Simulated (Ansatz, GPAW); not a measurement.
# Ballistic transport through biphenyl-4,4'-dithiol between two Cu chains, from relaxation to T(E), part 4 of 4

Aim: the conductance of biphenyl-4,4'-dithiol between two Cu chains after relaxation, and whether geometry, basis or functional moves it most.

GPAW 26.7.0 and Ansatz 0.2.0; Ansatz plane waves; relaxation of the junction with the lead ends held; PAW set soft_1 (the session's first sound run).

So far, transmission at the Fermi level (one spin): step 3 (plane-wave reference (PBE)) 0.852; step 5 (GPAW, szp: basis = "szp(dzp)", PBE, GPAW) 0.315; step 6 (GPAW, sz: basis = "sz(dzp)", PBE, GPAW) 0.122; step 7 (LDA in the dzp basis: xc = "LDA") 0.863; step 8 (without the relaxation: geometry = "as built", PBE, GPAW) 0.0466.

### Step 10. The levels side by side

The curves are compared point by point over the common energies.

This step: comparison of transmission and cost over codes, levels and geometry; PAW set soft_1 (GPAW 26.7.0).

Ladder, by row:

```tsv
step	code	T at the Fermi level (sum over the listed spins)	conductance (G0)	r.m.s. T(E) from the first	wall time (s)	peak memory (GiB)	threads
pw-pbe	Ansatz	0.8516	0.652	0	14794	5.957	4
dzp	GPAW	0.7478	0.5941	0.1066	140.4	1.74	1
szp	GPAW	0.315	0.3996	0.2043	124.3	1.71	1
sz	GPAW	0.1218	0.2145	0.287	79.43	1.64	1
dzp-LDA	GPAW	0.8631	0.618	0.1167	120.3	1.74	1
asbuilt	GPAW	0.04658	0.07168	0.3774	151.3	1.74	1
```

Table of transmission, zone mean, sum over the listed spins by energy, zero at the Fermi level:

```tsv
energy (eV)	pw-pbe	dzp	szp	sz	dzp-LDA	asbuilt
-2.000	0.943	0.506	0.811	0.984	0.691	0.130
-1.875	0.991	0.889	0.995	0.640	0.912	0.171
-1.800	0.970	0.989	0.826	0.467	0.996	0.00452
-1.775	0.996	0.996	0.747	0.367	0.987	5.7e-4
-1.650	1.000	0.985	0.656	0.153	0.906	0.383
-1.600	0.973	0.854	0.336	0.130	0.712	0.293
-1.400	0.203	0.0662	0.147	0.0143	0.0699	0.891
-1.200	0.0142	0.00479	0.00122	0.00442	0.0135	0.166
-1.000	0.178	0.169	0.148	0.104	0.138	0.0251
-0.800	0.539	0.173	0.145	0.0530	0.128	0.0228
-0.775	0.580	0.153	0.161	0.0450	0.124	0.0255
-0.600	0.378	0.368	0.375	0.486	0.333	0.0865
-0.500	0.987	0.900	0.954	0.988	0.825	0.102
-0.400	0.282	0.267	0.323	0.278	0.249	0.881
-0.200	0.251	0.237	0.331	0.275	0.220	0.540
-0.100	0.371	0.413	0.745	0.969	0.350	0.464
-0.025	0.991	0.994	0.591	0.236	0.968	0.0685
0.000	0.852	0.748	0.315	0.122	0.863	0.0466
0.200	0.0231	0.0165	0.0115	0.00563	0.0175	0.00871
0.400	0.00390	0.00259	0.00217	0.00115	0.00265	0.00354
0.600	0.00127	7.8e-4	7.4e-4	4.0e-4	7.8e-4	0.00190
0.800	5.9e-4	3.3e-4	3.6e-4	1.9e-4	3.3e-4	0.00122
1.000	3.6e-4	1.8e-4	2.2e-4	1.2e-4	1.8e-4	8.9e-4
1.200	2.6e-4	1.2e-4	1.7e-4	9.0e-5	1.2e-4	7.3e-4
1.400	2.3e-4	9.0e-5	1.6e-4	8.4e-5	9.2e-5	6.5e-4
1.600	2.3e-4	8.0e-5	2.0e-4	9.9e-5	8.2e-5	6.3e-4
1.800	2.6e-4	8.1e-5	3.3e-4	1.6e-4	8.5e-5	6.6e-4
2.000	2.9e-4	9.7e-5	0.00106	5.0e-4	1.0e-4	7.6e-4
```

### Step 11. Potential alignment off

Without the shift, lead and junction are matched by their Fermi levels alone.

This step: GPAW LCAO, PAW setups; Landauer transmission from Green's functions with principal layers (ASE), zero bias (GPAW 26.7.0).

run.py reads:

```python
import json
import numpy as np
from ase import Atoms
from ase.transport.calculators import TransportCalculator
from gpaw import GPAW, FermiDirac
from gpaw.lcao.tools import get_lcao_hamiltonian
from scipy.linalg import eigh

# The junction with lead layers at both ends, along the third cell vector
device = Atoms(
    ['Cu', 'Cu', 'Cu', 'Cu', 'Cu', 'Cu', 'S', 'H', 'C', 'H', 'C', 'C', 'C', 'C', 'H', 'C', 'H', 'H', 'C', 'C', 'H', 'C', 'C', 'H', 'C', 'C', 'H', 'S', 'Cu', 'Cu', 'Cu', 'Cu', 'Cu', 'Cu'],
    positions=[
        [6.22809, 5.35267, 1.15000],
        [6.22809, 5.35267, 3.45000],
        [6.22809, 5.35267, 5.75000],
        [6.22809, 5.35267, 8.05000],
        [6.49544, 4.29895, 10.13689],
        [5.91720, 5.18198, 12.23572],
        [4.69429, 5.14560, 13.98934],
        [7.41609, 5.51690, 15.29421],
        [5.31792, 5.08218, 15.62247],
        [3.32711, 4.62378, 16.34120],
        [6.64992, 5.30782, 16.04096],
        [4.35728, 4.82421, 16.63630],
        [6.98666, 5.28834, 17.38827],
        [4.70061, 4.82382, 17.97691],
        [8.02073, 5.49973, 17.66147],
        [6.02918, 5.05576, 18.41058],
        [3.92433, 4.60253, 18.70958],
        [8.49042, 4.58475, 19.53122],
        [6.38873, 5.04957, 19.83594],
        [7.71654, 4.80700, 20.26632],
        [4.39974, 5.49726, 20.59042],
        [5.43346, 5.28043, 20.86069],
        [8.06204, 4.79976, 21.60640],
        [9.09140, 4.59183, 21.89911],
        [5.77240, 5.29114, 22.20784],
        [7.10412, 5.05881, 22.62224],
        [5.00859, 5.50056, 22.95714],
        [7.73287, 5.12156, 24.25429],
        [6.51660, 5.15609, 26.01085],
        [5.95138, 4.25494, 28.10229],
        [6.22809, 5.35267, 30.15966],
        [6.22809, 5.35267, 32.45966],
        [6.22809, 5.35267, 34.75966],
        [6.22809, 5.35267, 37.05966]],
    cell=[[12.45617, 0.0, 0.0], [0.0, 10.70535, 0.0], [0.0, 0.0, 38.20966]],
    pbc=True)

# One principal layer of the lead: the first 3 atoms of the device
lead = Atoms(
    ['Cu', 'Cu', 'Cu'],
    positions=[
        [6.22809, 5.35267, 1.15000],
        [6.22809, 5.35267, 3.45000],
        [6.22809, 5.35267, 5.75000]],
    cell=[[12.45617, 0.0, 0.0], [0.0, 10.70535, 0.0], [0.0, 0.0, 6.9]],
    pbc=True)

settings = dict(mode='lcao', basis='dzp', xc='PBE', h=0.2,
                occupations=FermiDirac(0.1), maxiter=250,
                mixer=dict(beta=0.1, nmaxold=8, weight=100.0),
                convergence=dict(density=0.0001))
energies = np.arange(-2, 2 + 1e-9, 0.025)
eta = 0.0001
n1, n2 = 1, 1
# k and -k transmit alike, so half of the mesh across the current serves
mesh = [(i, j) for i in range(n1) for j in range(n2) if (i, j) <= (-i % n1, -j % n2)]
weights = np.array([1 if (i, j) == (-i % n1, -j % n2) else 2 for i, j in mesh]) / (n1 * n2)

# [... helper functions left out ...]
fermi_lead = ground_state(lead, (1, 1, 16), 'lead.txt')
fermi_device = ground_state(device, (1, 1, 2), 'device.txt')
# [... loop over the mesh left out, but for ...]
        # Lead and device are aligned by their Fermi levels alone
        shift = 0.0
# [...]
kT = 8.617333e-5 * 300
bias = [0.1, 0.2, 0.5, 1.0, 1.5, 2.0]
# [... integrals and printing left out ...]
```

Command:

```bash
> OMP_NUM_THREADS=1 OPENBLAS_NUM_THREADS=1 python run.py
```

Log:

```text
basis functions: device 402, principal layer 45
Fermi level: lead -3.9918 eV, device -3.7723 eV; lead shifted by 0.0000 eV
largest coupling past the next layer 4.59e-05 eV, largest misfit of the first layer 0.040 eV
  E-E_F (eV)   T (one spin)  [channel counts left out]
    -2.000    5.0675e-01
    -1.975    8.2939e-01
    -1.950    8.1383e-01
    -1.925    8.2560e-01
    -1.900    8.5451e-01
    -1.875    8.9332e-01
    -1.850    9.3392e-01
    -1.825    9.6795e-01
    -1.800    9.8914e-01
    -1.775    9.9600e-01
    -1.750    9.9323e-01
    -1.725    9.7525e-01
    -1.700    7.8777e-01
    -1.675    9.4589e-01
    -1.650    9.8417e-01
    -1.625    9.4232e-01
[...]
1.825    8.1706e-05
     1.850    8.3019e-05
     1.875    8.4563e-05
     1.900    8.6359e-05
     1.925    8.8429e-05
     1.950    9.0801e-05
     1.975    9.3509e-05
     2.000    9.6595e-05
conductance at 300 K: 0.59115 G0 a cell; thermopower 48.47 uV/K
current from the zero-bias T(E) at 0.1 V: 4.2867 uA
current from the zero-bias T(E) at 0.2 V: 7.3083 uA
current from the zero-bias T(E) at 0.5 V: 11.394 uA
current from the zero-bias T(E) at 1.0 V: 18.296 uA
current from the zero-bias T(E) at 1.5 V: 28.58 uA
current from the zero-bias T(E) at 2.0 V: 32.609 uA
```

Run time: 2.3 min. Hardware: 1 thread of Arm Neoverse V2, shared host; peak memory 1.7 GiB.

This step gave:

```yaml
conductance: 0.5911 G₀
largest_misfit_of_the_first_principal_layer: 0.03999 eV
shift_that_aligns_the_lead: 0 eV
transmission_at_the_fermi_level_one_spin: 0.7415
```

One spin. Table of transmission, zone mean by energy, zero at the Fermi level:

```tsv
energy (eV)	transmission, zone mean
-2.000	0.507
-1.900	0.855
-1.800	0.989
-1.775	0.996
-1.700	0.788
-1.650	0.984
-1.600	0.854
-1.500	0.883
-1.450	0.984
-1.400	0.0673
-1.300	0.0653
-1.200	0.00525
-1.100	0.0793
-1.000	0.168
-0.900	0.209
-0.800	0.202
-0.700	0.612
-0.600	0.358
-0.525	0.929
-0.500	0.880
-0.400	0.267
-0.300	0.184
-0.200	0.237
-0.100	0.411
-0.025	0.994
0.000	0.742
0.100	0.0731
0.200	0.0166
0.300	0.00588
0.400	0.00263
0.500	0.00136
0.600	7.9e-4
0.700	4.9e-4
0.800	3.3e-4
0.900	2.4e-4
1.000	1.8e-4
1.100	1.4e-4
1.200	1.2e-4
1.300	9.9e-5
1.400	8.8e-5
1.500	8.2e-5
1.600	7.9e-5
1.700	7.8e-5
1.800	8.1e-5
1.900	8.6e-5
2.000	9.7e-5
```

Not self-consistent under bias; the bias window is split evenly. The current through one cell, from the zero-bias transmission by bias:

```tsv
bias (V)	current through one cell, from the zero-bias transmission (μA)
0.100	4.29
0.200	7.31
0.500	11.4
1.000	18.3
1.500	28.6
2.000	32.6
```

The transmission of the three most open eigenchannels by energy, zero at the Fermi level:

```tsv
energy (eV)	channel 1	channel 2	channel 3
-2.000	0.507	0	0
-1.800	0.989	0	0
-1.600	0.854	1.1e-5	5.6e-9
-1.400	0.0652	0.00207	6.2e-11
-1.200	0.00431	9.4e-4	7.6e-6
-1.000	0.168	9.6e-5	9.6e-6
-0.800	0.202	1.7e-4	5.5e-5
-0.600	0.358	6.2e-5	1.2e-6
-0.400	0.267	5.1e-7	3.5e-8
-0.200	0.237	1.0e-8	1.4e-9
0.000	0.742	0	0
0.200	0.0166	0	0
0.400	0.00263	0	0
0.600	7.9e-4	0	0
0.800	3.3e-4	0	0
1.000	1.8e-4	0	0
1.200	1.2e-4	0	0
1.400	8.8e-5	0	0
```

The conductance, 0.591 G₀, lies 0.5 % below that of the dzp run.

### Step 12. Summary of results

```
conductance                                        : 0.594 G₀
transmission at the Fermi level, mean of the spins : 0.748
open channels of the lead there                    : 1
```

In words: In the dzp basis the junction conducts 0.594 G₀ at 300 K, with T = 0.748 a spin at the Fermi level; no smaller basis tried comes within 10 % of that conductance. Relaxation moved atoms by up to 1.4 Å and took the conductance from 0.0717 to 0.594 G₀, as a ratio a larger change than the step from dzp to the minimal basis. The conductance differs from T at the Fermi level because it averages T(E) over the thermal window, about 0.09 eV wide, in which T changes. Plane waves (PBE) give T = 0.852 there. The scatterer reflects about 25 % of the incoming channels at the Fermi level. At the Fermi level one eigenchannel carries the current (0.75). Measured against the first run (pw-pbe), the nearest curve is that of dzp (r.m.s. 0.11) and the farthest that of asbuilt (0.38). Over the compared runs wall time goes from 79 s (sz) to 14794 s (pw-pbe), on a shared host; the plane-wave run used 4 threads and the orbital runs 1. The leads kept an estimated spacing and the cell its length, so the junction may be under some tension or compression. Semilocal functionals put molecular levels too near the Fermi level, so such conductances usually come out too high, and chain electrodes have a sharper density of states than real ones. Energies count from the junction cell's Fermi level; in the run with T = 0.748 there, the aligned lead's own level lies at -0.014 eV, where T interpolates to 0.881; the finite cell leaves the answer open by at least that much. An evenly spaced straight chain is an idealisation: free chains tend to dimerise, zigzag or, where a band edge lies near the Fermi level, turn magnetic. The currents use the zero-bias T(E) throughout, which holds only while the bias is small against the distance to the nearest feature. Within about eight thermal energies of the Fermi level ln T(E) bends sharply from one computed energy to the next, or the lead's channel count changes, so the thermal averages, above all the thermopower, rest on an interpolation that may be rough.

[Logs are printed without paths, hosts, clocks, repeated set-up lines and the standing remarks that a program may print on its own settings, such as how far it seeks lower states.]

[Hosts, paths, dates, database ids (printed as entryN), source tags and the programs' standing remarks are cut or masked in the printed files.]
